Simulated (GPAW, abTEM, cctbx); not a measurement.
# Tl2PdO4: the scripts behind a bonding study

Short scripts, each with its output. The cell comes from substitution in a known structure type and wasn't matched to any measured phase.

## Step 1: Build the all-electron density and subtract free atoms

```text
cell
1.0
     2.947474530    2.947474530   -3.343515085
    -2.947474530    2.947474530    3.343515085
     2.947474530   -2.947474530    3.343515085
Tl Pd O
2 1 4
Direct
0.500000000 0.250000000 0.750000000
0.000000000 0.500000000 0.500000000
0.000000000 0.000000000 0.000000000
0.071571710 0.862303000 0.332693570
0.529609430 0.667306430 0.738878140
0.470390570 0.209268710 0.137697000
0.928428290 0.261121860 0.790731290
```

```python
import numpy as np
from ase.io import read
from ase.units import Bohr
from gpaw import GPAW, PW, FermiDirac
from gpaw.calculator import GPAW as OldGPAW
from gpaw.mpi import serial_comm, world
from scipy.special import erfc
from scipy.spatial import cKDTree

atoms = read("cell.vasp")
atoms.calc = GPAW(mode=PW(550), xc="PBE", kpts={"size": (5, 5, 5), "gamma": True},
                 occupations=FermiDirac(0.05), maxiter=120, symmetry={"tolerance": 1e-5}, txt="scf.txt")
atoms.get_potential_energy()
rho = atoms.calc.get_all_electron_density(gridrefinement=2)
moments = atoms.get_magnetic_moments() if atoms.calc.get_number_of_spins() == 2 else np.zeros(len(atoms))
total = atoms.get_magnetic_moment() if moments.any() else 0.0
if world.rank == 0:
    free = OldGPAW(mode=PW(550), xc="PBE", txt=None, communicator=serial_comm)
    neutral = atoms.copy()
    neutral.set_initial_magnetic_moments(None)
    free.initialize(neutral)
    free.set_positions(neutral)
    drho = rho - free.get_all_electron_density(gridrefinement=2)
    # GPAW starts from confined atoms: exchange their smooth part for that of the datasets' free atoms
    h = np.stack(np.meshgrid(*[np.fft.fftfreq(n, 1 / n) for n in drho.shape], indexing="ij"), -1)
    gabs = np.linalg.norm(h @ atoms.cell.reciprocal(), axis=-1)
    tails = np.fft.fftn(free.get_pseudo_density(gridrefinement=2))
    g, form, v0 = np.linspace(0, gabs.max(), 1500), {}, 0
    for e in set(atoms.symbols):
        idx = atoms.symbols.search(e)
        d = free.setups[idx[0]].data
        r, w = d.rgd.r_g * Bohr, d.rgd.r_g**2 * d.rgd.dr_g
        j0 = np.sinc(2 * g[:, None] * r)
        smooth = sum(f * p**2 for f, p in zip(d.f_j, d.phit_jg)) + np.sqrt(4 * np.pi) * d.nct_g
        full = sum(f * p**2 for f, p in zip(d.f_j, d.phi_jg)) + np.sqrt(4 * np.pi) * d.nc_g
        phase = sum(np.exp(-2j * np.pi * h @ s) for s in atoms.get_scaled_positions()[idx])
        tails -= np.interp(gabs, g, j0 @ (smooth * w)) * phase * drho.size / atoms.get_volume()
        form[e] = j0 @ (full * w)
        v0 += 2 * np.pi / 3 * 14.3996 * (full * w * r**2).sum() * len(idx)  # V A^3
    tails *= 0.5 * erfc((gabs - 1.8) / 0.25)  # the tails differ at long wavelengths alone
    drho += np.fft.ifftn(tails).real  # crystal minus superposed spherical free atoms
    np.save("drho.npy", drho)
    dv = atoms.get_volume() / drho.size
    print("grid", drho.shape, " electrons %.3f" % (rho.sum() * dv), " moved by bonding %.3f e" % (abs(drho).sum() * dv / 2))
    pts = np.indices(drho.shape).reshape(3, -1).T / drho.shape @ atoms.cell
    shifts = (np.indices((3, 3, 3)).reshape(3, -1).T - 1) @ atoms.cell
    images = (atoms.positions[None] + shifts[:, None]).reshape(-1, 3)
    dist, idx = cKDTree(images).query(pts, k=4)
    out = drho.ravel()[dist[:, 0] > 0.5]
    print("deformation density beyond 0.5 A of the nuclei: max %.3f, min %.3f e/A^3" % (out.max(), out.min()))
    tie = dist < dist[:, :1] + 1e-4
    q = -np.bincount((idx % len(atoms))[tie], (drho.ravel()[:, None] / tie.sum(1, keepdims=True) * tie)[tie], len(atoms)) * dv
    print("atom        x       y       z   Voronoi charge  moment")
    for a, s, c, m in zip(atoms, atoms.get_scaled_positions(), q, moments):
        print("%-2s%-3d %7.4f %7.4f %7.4f %10.3f %10.2f" % (a.symbol, a.index + 1, *s, c, m))
    np.savez("free.npz", g=g, **form)
    print("mean inner potential of superposed free atoms %.3f V" % (v0 / atoms.get_volume()))
    print("total magnetic moment %.3f muB" % total)
```

```console
$ OMP_NUM_THREADS=1 mpirun -n 4 gpaw python run.py > gpaw.log
```

```text
grid (60, 60, 60)  electrons 240.000  moved by bonding 2.070 e
deformation density beyond 0.5 A of the nuclei: max 0.396, min -1.131 e/A^3
atom        x       y       z   Voronoi charge  moment
Tl1    0.5000  0.2500  0.7500      0.434       0.00
Tl2    0.0000  0.5000  0.5000      0.434       0.00
Pd3    0.0000  0.0000  0.0000      0.596       0.00
O 4    0.0716  0.8623  0.3327     -0.366       0.00
O 5    0.5296  0.6673  0.7389     -0.366       0.00
O 6    0.4704  0.2093  0.1377     -0.366       0.00
O 7    0.9284  0.2611  0.7907     -0.366       0.00
mean inner potential of superposed free atoms 17.064 V
total magnetic moment 0.000 muB
```

Time: 14 s on 4 cores of AMD EPYC 9B45 (Zen 5) (shared host), peak memory 1 GiB.

## Step 2: Fourier-transform the difference

```python
from cctbx import adptbx, crystal, miller, xray
from cctbx.eltbx import tiny_pse
import numpy as np

cs = crystal.symmetry(unit_cell=(5.8949, 5.8949, 6.687, 90, 90, 90), space_group_symbol='Hall: I -4')  # I-4
atoms = [  # label, site, U (iso, or U11 U22 U33 U12 U13 U23 in A^2), occupancy
    ("Tl1", (0, 0.5, 0.75), 0.0000, 1),
    ("Tl2", (0, 0, 0.5), 0.0000, 1),
    ("Pd1", (0, 0, 0), 0.0000, 1),
    ("O1", (0.77098, 0.30059, 0.56171), 0.0000, 1),
]
xs = xray.structure(crystal_symmetry=cs)
for label, site, u, occ in atoms:
    u = adptbx.u_cif_as_u_star(cs.unit_cell(), u) if isinstance(u, tuple) else u
    xs.add_scatterer(xray.scatterer(label, site=site, u=u, occupancy=occ))
xs.scattering_type_registry(table="wk1995")
drho = np.load("drho.npy")
T = np.array([[1, 0, 1], [1, 1, 0], [0, 1, 1]])  # conventional axes in terms of the primitive ones
dF = np.fft.ifftn(drho) * 232.37714  # electrons a conventional cell, indexed by primitive hkl
ms = miller.build_set(cs, anomalous_flag=False, d_min=0.9).sort("resolution")
iam = ms.structure_factors_from_scatterers(xs, algorithm="direct").f_calc()
p1 = xs.expand_to_p1()
z = np.array([tiny_pse.table(sc.scattering_type).atomic_number() for sc in p1.scatterers()])
x = np.array(p1.sites_frac())
free = np.load("free.npz")
print("static structure factors of the conventional cell: F in electrons, V (Mott-Bethe) in volts")
print("   h  k  l      d  |F| table  |F| free   |F| DFT   change   |V| free  |V| DFT  change %")
for h, d, table in list(zip(ms.indices(), ms.d_spacings().data(), iam.data()))[:16]:
    df = dF[tuple(np.rint(np.linalg.solve(T, h)).astype(int))]
    phase = np.exp(2j * np.pi * x @ h)
    f = sum(np.interp(1 / d, free["g"], free[sc.scattering_type]) * p for sc, p in zip(p1.scatterers(), phase))
    fz = (z * phase).sum()
    c = 14.3996 * d * d / (np.pi * cs.unit_cell().volume())
    v0, v1 = abs(fz - f) * c, abs(fz - f - df) * c
    print("%4d%3d%3d %7.4f %9.3f %9.3f %9.3f %8.3f %9.3f %8.3f %8s" % (h + (d, abs(table), abs(f), abs(f + df), abs(f + df) - abs(f), v0, v1, "%.1f" % (100 * (v1 / v0 - 1)) if v0 > 0.02 else "-")))
```

```console
$ python run.py
```

```text
static structure factors of the conventional cell: F in electrons, V (Mott-Bethe) in volts
   h  k  l      d  |F| table  |F| free   |F| DFT   change   |V| free  |V| DFT  change %
   0  1  1  4.4220   168.158   168.143   168.004   -0.139     4.395    4.469      1.7
   1  1  0  4.1683    81.956    81.746    80.803   -0.943     2.613    2.936     12.4
   0  0  2  3.3435   117.787   117.358   117.974    0.616     4.486    4.350     -3.0
   0  2  0  2.9474   320.090   320.119   317.282   -2.837     6.724    7.210      7.2
   1  1  2  2.6081   353.567   353.327   352.539   -0.788     8.485    8.573      1.0
   1  2  1  2.4526   139.908   139.941   139.693   -0.248     2.639    2.662      0.9
   2  1  1  2.4526   160.370   160.277   161.023    0.746     3.528    3.438     -2.6
   0  2  2  2.2110    45.188    45.278    44.076   -1.202     0.623    0.737     18.2
   0  1  3  2.0849   137.002   136.981   137.323    0.342     2.311    2.295     -0.7
   2  2  0  2.0842   363.019   362.659   363.773    1.114     8.830    8.735     -1.1
   0  3  1  1.8853   136.836   136.773   136.945    0.172     2.267    2.256     -0.5
   1  3  0  1.8641    76.102    76.035    76.336    0.301     2.258    2.237     -0.9
   3  1  0  1.8641    65.119    65.102    65.280    0.179     1.679    1.666     -0.7
   2  2  2  1.7687    84.174    84.087    84.064   -0.023     2.691    2.692      0.0
   1  2  3  1.7021   145.127   145.009   145.323    0.314     2.872    2.857     -0.5
   2  1  3  1.7021   140.357   140.253   140.668    0.415     2.496    2.475     -0.8
```

Time: 0.16 s on 1 core of AMD EPYC 9B45 (Zen 5) (shared host), peak memory 0.08 GiB.

## Step 3: Propagate a plane wave with and without the bonding term

```python
import abtem
import numpy as np
from ase.build import make_supercell
from ase.io import read

abtem.config.set({"dask.lazy": False, "fft": "fftw", "diagnostics.progress_bar": False})
M = [[1, 1, 0], [0, 1, 1], [1, 0, 1]]  # rows: x, y and beam direction in the primitive cell's axes
unit = make_supercell(read("cell.vasp"), M)
unit.set_cell(list(unit.cell.lengths()) + [90, 90, 90], scale_atoms=True)
unit.positions[:, 2] += 0.7369  # keeps atomic planes off the slice boundaries
unit.wrap()
slab = unit * (1, 1, 66)
print(slab.get_chemical_formula(), "| box %.2f x %.2f x %.2f A" % tuple(slab.cell.lengths()))

# change of the potential by bonding, from the DFT deformation density (Poisson's equation term by term)
drho = np.load("drho.npy")
prim = read("cell.vasp")
h = np.stack(np.meshgrid(*[np.fft.fftfreq(n, 1 / n) for n in drho.shape], indexing="ij"), -1).reshape(-1, 3).astype(int)
g2 = ((h @ prim.cell.reciprocal()) ** 2).sum(1)
keep = (g2 > 0) & (g2 < 2.5**2)
shape = (169, 192, 36)
vg = np.zeros(shape, complex)
hm = h[keep] @ np.array(M).T
move = np.exp(-2j * np.pi * hm[:, 2] * (0.7369 / unit.cell[2, 2] - 0.5 / shape[2]))  # the same shift, sampled at mid-points
vg[tuple(hm.T % np.array(shape)[:, None])] = -14.3996 / np.pi * (np.fft.fftn(drho).ravel() / drho.size)[keep] / g2[keep] * move
dV = np.fft.ifftn(vg).real * vg.size
dV = dV.reshape(169, 192, 4, 9).mean(3) * unit.cell[2, 2] / 4  # V A, projected in each slice
dV = np.tile(dV.transpose(2, 0, 1), (66, 1, 1))


def build(atoms):
    p = abtem.Potential(atoms, gpts=(169, 192), slice_thickness=[slab.cell[2, 2] / 264] * 264,
                        parametrization="lobato", projection="infinite", exit_planes=24).build()
    p.array[:] += BONDING * dV
    return p


def potentials():
    yield build(slab)  # atoms at rest


for label, BONDING in (("IAM", 0.0), ("DFT", 1.0)):
    print("=====", label)
    potential = build(slab)
    print("grid", potential.gpts, "slices", potential.num_slices)
    thickness = potential.exit_thicknesses
    wave = abtem.PlaneWave(energy=100000)
    dp = np.mean([wave.multislice(p).diffraction_patterns(max_angle="valid").array for p in potentials()], axis=0)
    hkl = [(0, 0, 0), (0, 1, 1), (0, 0, 2), (0, 2, 0), (0, 2, 2), (0, 1, 3), (0, 3, 1)]
    nx, ny = dp.shape[-2:]
    print("intensity of each beam, fraction of the incident wave")
    print("  t (A)" + "".join("%9s" % " ".join(map(str, h)) for h in hkl) + "  diffuse    total")
    grid = np.zeros((nx, ny), bool)
    grid[nx // 2 % 1::1, ny // 2 % 1::1] = True
    for t, a in list(zip(thickness, dp))[1:]:
        idx = [np.rint(np.array(M) @ np.linalg.solve([[1, 0, 1], [1, 1, 0], [0, 1, 1]], h)).astype(int) for h in hkl]
        print("%7.1f" % t + "".join("%9.5f" % a[nx // 2 + i[0] * 1, ny // 2 + i[1] * 1] for i in idx) + "%9.4f%9.4f" % (a[~grid].sum(), a.sum()))
```

```console
$ python run.py
```

```text
O528Pd132Tl264 | box 5.89 x 6.69 x 389.07 A
===== IAM
grid (169, 192) slices 264
intensity of each beam, fraction of the incident wave
  t (A)    0 0 0    0 1 1    0 0 2    0 2 0    0 2 2    0 1 3    0 3 1  diffuse    total
   35.4  0.65191  0.00468  0.02304  0.01885  0.00466  0.00036  0.00184   0.0000   0.9908
   70.7  0.52599  0.00387  0.03664  0.04379  0.01504  0.00025  0.00540   0.0000   0.9816
  106.1  0.44685  0.00132  0.03947  0.06986  0.01820  0.00226  0.00022   0.0000   0.9780
  141.5  0.42166  0.00367  0.07258  0.07031  0.00914  0.00273  0.00170   0.0000   0.9726
  176.8  0.28196  0.00384  0.11901  0.07922  0.00995  0.00083  0.00017   0.0000   0.9707
  212.2  0.16530  0.00009  0.10702  0.10638  0.02392  0.00007  0.00236   0.0000   0.9661
  247.6  0.12531  0.00345  0.08934  0.10270  0.03700  0.00176  0.00113   0.0000   0.9630
  283.0  0.14229  0.00667  0.09804  0.08261  0.03361  0.00535  0.00013   0.0000   0.9617
  318.3  0.20270  0.00537  0.09807  0.06662  0.02283  0.00557  0.00002   0.0000   0.9598
  353.7  0.24094  0.00364  0.05328  0.08383  0.02664  0.00278  0.00084   0.0000   0.9579
  389.1  0.27549  0.00714  0.04119  0.07668  0.01647  0.00391  0.00424   0.0000   0.9555
===== DFT
grid (169, 192) slices 264
intensity of each beam, fraction of the incident wave
  t (A)    0 0 0    0 1 1    0 0 2    0 2 0    0 2 2    0 1 3    0 3 1  diffuse    total
   35.4  0.65173  0.00475  0.02160  0.01927  0.00504  0.00034  0.00185   0.0000   0.9908
   70.7  0.54611  0.00298  0.03078  0.03805  0.01600  0.00022  0.00530   0.0000   0.9815
  106.1  0.49215  0.00204  0.03050  0.05687  0.01773  0.00240  0.00025   0.0000   0.9779
  141.5  0.48006  0.00445  0.06234  0.05527  0.00747  0.00287  0.00189   0.0000   0.9726
  176.8  0.32827  0.00329  0.09744  0.07361  0.00980  0.00095  0.00022   0.0000   0.9708
  212.2  0.21878  0.00012  0.08086  0.10383  0.02233  0.00035  0.00228   0.0000   0.9657
  247.6  0.18505  0.00523  0.07372  0.09782  0.03125  0.00286  0.00073   0.0000   0.9622
  283.0  0.19036  0.00715  0.08730  0.08013  0.02767  0.00596  0.00039   0.0000   0.9609
  318.3  0.20885  0.00447  0.08175  0.07455  0.02397  0.00542  0.00012   0.0000   0.9592
  353.7  0.20279  0.00377  0.04597  0.09527  0.02963  0.00356  0.00087   0.0000   0.9573
  389.1  0.24272  0.00988  0.04706  0.07756  0.01684  0.00557  0.00333   0.0000   0.9546
```

Time: 4.2 s.

## Step 4: Scan a probe

```python
import abtem
import numpy as np
from ase.build import make_supercell
from ase.io import read

abtem.config.set({"dask.lazy": False, "fft": "fftw", "diagnostics.progress_bar": False})
M = [[1, 1, 0], [0, 1, 1], [1, 0, 1]]  # rows: x, y and beam direction in the primitive cell's axes
unit = make_supercell(read("cell.vasp"), M)
unit.set_cell(list(unit.cell.lengths()) + [90, 90, 90], scale_atoms=True)
unit.positions[:, 2] += 0.7369  # keeps atomic planes off the slice boundaries
unit.wrap()
slab = unit * (2, 2, 4)
print(slab.get_chemical_formula(), "| box %.2f x %.2f x %.2f A" % tuple(slab.cell.lengths()))

# change of the potential by bonding, from the DFT deformation density (Poisson's equation term by term)
drho = np.load("drho.npy")
prim = read("cell.vasp")
h = np.stack(np.meshgrid(*[np.fft.fftfreq(n, 1 / n) for n in drho.shape], indexing="ij"), -1).reshape(-1, 3).astype(int)
g2 = ((h @ prim.cell.reciprocal()) ** 2).sum(1)
keep = (g2 > 0) & (g2 < 2.5**2)
shape = (43, 48, 36)
vg = np.zeros(shape, complex)
hm = h[keep] @ np.array(M).T
move = np.exp(-2j * np.pi * hm[:, 2] * (0.7369 / unit.cell[2, 2] - 0.5 / shape[2]))  # the same shift, sampled at mid-points
vg[tuple(hm.T % np.array(shape)[:, None])] = -14.3996 / np.pi * (np.fft.fftn(drho).ravel() / drho.size)[keep] / g2[keep] * move
dV = np.fft.ifftn(vg).real * vg.size
dV = dV.reshape(43, 48, 4, 9).mean(3) * unit.cell[2, 2] / 4  # V A, projected in each slice
dV = np.tile(dV.transpose(2, 0, 1), (4, 2, 2))


def build(atoms):
    p = abtem.Potential(atoms, gpts=(86, 96), slice_thickness=[slab.cell[2, 2] / 16] * 16,
                        parametrization="lobato", projection="infinite", exit_planes=8).build()
    p.array[:] += BONDING * dV
    return p


def potentials():
    yield build(slab)  # atoms at rest


for label, BONDING in (("IAM", 0.0), ("DFT", 1.0)):
    print("=====", label)
    potential = build(slab)
    print("grid", potential.gpts, "slices", potential.num_slices)
    thickness = potential.exit_thicknesses
    probe = abtem.Probe(energy=100000, semiangle_cutoff=21)
    probe.grid.match(potential)
    print("wavelength %.5f A, largest angle on the grid %.0f mrad" % (probe.wavelength, min(probe.cutoff_angles)))
    detectors = {"ABF": (10, 21), "BF": (0, 10), "LAADF": (25, 67)}  # mrad
    columns = [  # name, x, y (A)
        ("Tl", 2.947, 5.015),
        ("Tl_b", 0.000, 3.344),
        ("Pd", 0.000, 0.000),
        ("O", 1.772, 3.756),
        ("O_b", 1.350, 2.931),
        ("void", 0.246, 5.015),
    ]
    scan = abtem.GridScan(start=(0.0000, 0.0000), end=(5.8949, 6.6870), gpts=(14, 16), endpoint=False)
    dets = [abtem.AnnularDetector(*v) for v in detectors.values()] + [abtem.PixelatedDetector(max_angle=32)]
    runs = [probe.scan(p, scan=scan, detectors=dets, max_batch=32) for p in potentials()]
    out = [sum(x[1:], x[0]) / len(x) for x in zip(*runs)]
    images = dict(zip(detectors, out))
    images["iCOM"] = out[-1].center_of_mass().integrate_gradient()
    np.save(label + "_pacbed.npy", out[-1].array.mean(axis=(1, 2)))
    print("PACBED pixel %.3f x %.3f mrad" % out[-1].angular_sampling)
    for name, im in images.items():
        im = im.interpolate(sampling=0.1, boundary="periodic").gaussian_filter(0.25)
        np.save(label + "_" + name + ".npy", im.array)
        print(name, "signal at the columns" + (", fraction of the beam" if name in detectors else ""))
        print("  t (A)     mean" + "".join("%10s" % c[0][:9] for c in columns))
        for t, a in list(zip(thickness, im.array))[1:]:
            at = [a[round((x - 0.0000) / im.sampling[0]) % a.shape[0], round((y - 0.0000) / im.sampling[1]) % a.shape[1]] for _, x, y in columns]
            print("%7.1f %8.5f" % (t, a.mean()) + "".join("%10.5f" % v for v in at))
```

```console
$ python run.py
```

```text
O128Pd32Tl64 | box 11.79 x 13.37 x 23.58 A
===== IAM
grid (86, 96) slices 16
wavelength 0.03701 A, largest angle on the grid 88 mrad
PACBED pixel 3.139 x 2.768 mrad
ABF signal at the columns, fraction of the beam
  t (A)     mean        Tl      Tl_b        Pd         O       O_b      void
   11.8  0.71355   0.53395   0.53103   0.62439   0.72719   0.73029   0.73747
   23.6  0.65479   0.26904   0.27963   0.40460   0.68363   0.68919   0.71333
BF signal at the columns, fraction of the beam
  t (A)     mean        Tl      Tl_b        Pd         O       O_b      void
   11.8  0.22867   0.16551   0.16492   0.19912   0.24567   0.24467   0.24677
   23.6  0.20754   0.06103   0.06862   0.13336   0.25322   0.25347   0.25340
LAADF signal at the columns, fraction of the beam
  t (A)     mean        Tl      Tl_b        Pd         O       O_b      void
   11.8  0.03701   0.21396   0.18517   0.12227   0.01739   0.01516   0.00693
   23.6  0.08155   0.40465   0.31595   0.28790   0.04182   0.03678   0.01652
iCOM signal at the columns
  t (A)     mean        Tl      Tl_b        Pd         O       O_b      void
   11.8  0.04114   0.08853   0.08306   0.07325   0.04581   0.04528   0.02391
   23.6  0.04114   0.11091   0.09892   0.10059   0.05268   0.05161   0.01008
===== DFT
grid (86, 96) slices 16
wavelength 0.03701 A, largest angle on the grid 88 mrad
PACBED pixel 3.139 x 2.768 mrad
ABF signal at the columns, fraction of the beam
  t (A)     mean        Tl      Tl_b        Pd         O       O_b      void
   11.8  0.71325   0.53250   0.53035   0.62209   0.72736   0.73063   0.73725
   23.6  0.65401   0.26727   0.27872   0.39848   0.68438   0.69086   0.71264
BF signal at the columns, fraction of the beam
  t (A)     mean        Tl      Tl_b        Pd         O       O_b      void
   11.8  0.22865   0.16574   0.16493   0.19908   0.24551   0.24455   0.24694
   23.6  0.20742   0.06148   0.06867   0.13321   0.25255   0.25275   0.25400
LAADF signal at the columns, fraction of the beam
  t (A)     mean        Tl      Tl_b        Pd         O       O_b      void
   11.8  0.03721   0.21459   0.18566   0.12381   0.01733   0.01500   0.00700
   23.6  0.08213   0.40530   0.31656   0.29176   0.04164   0.03612   0.01671
iCOM signal at the columns
  t (A)     mean        Tl      Tl_b        Pd         O       O_b      void
   11.8  0.04185   0.09059   0.08400   0.07567   0.04562   0.04461   0.02501
   23.6  0.04185   0.11417   0.10004   0.10459   0.05165   0.04964   0.01158
```

Time: 4.5 s.

[Outputs are excerpts: Python notices, other lines and further rows are left out; steps that failed or that the build refused (PBEsol, TPSS) are not shown.]

[Logs are printed without paths, hosts, clocks, repeated set-up lines and the standing remarks that a program may print on its own settings, such as how far it seeks lower states.]
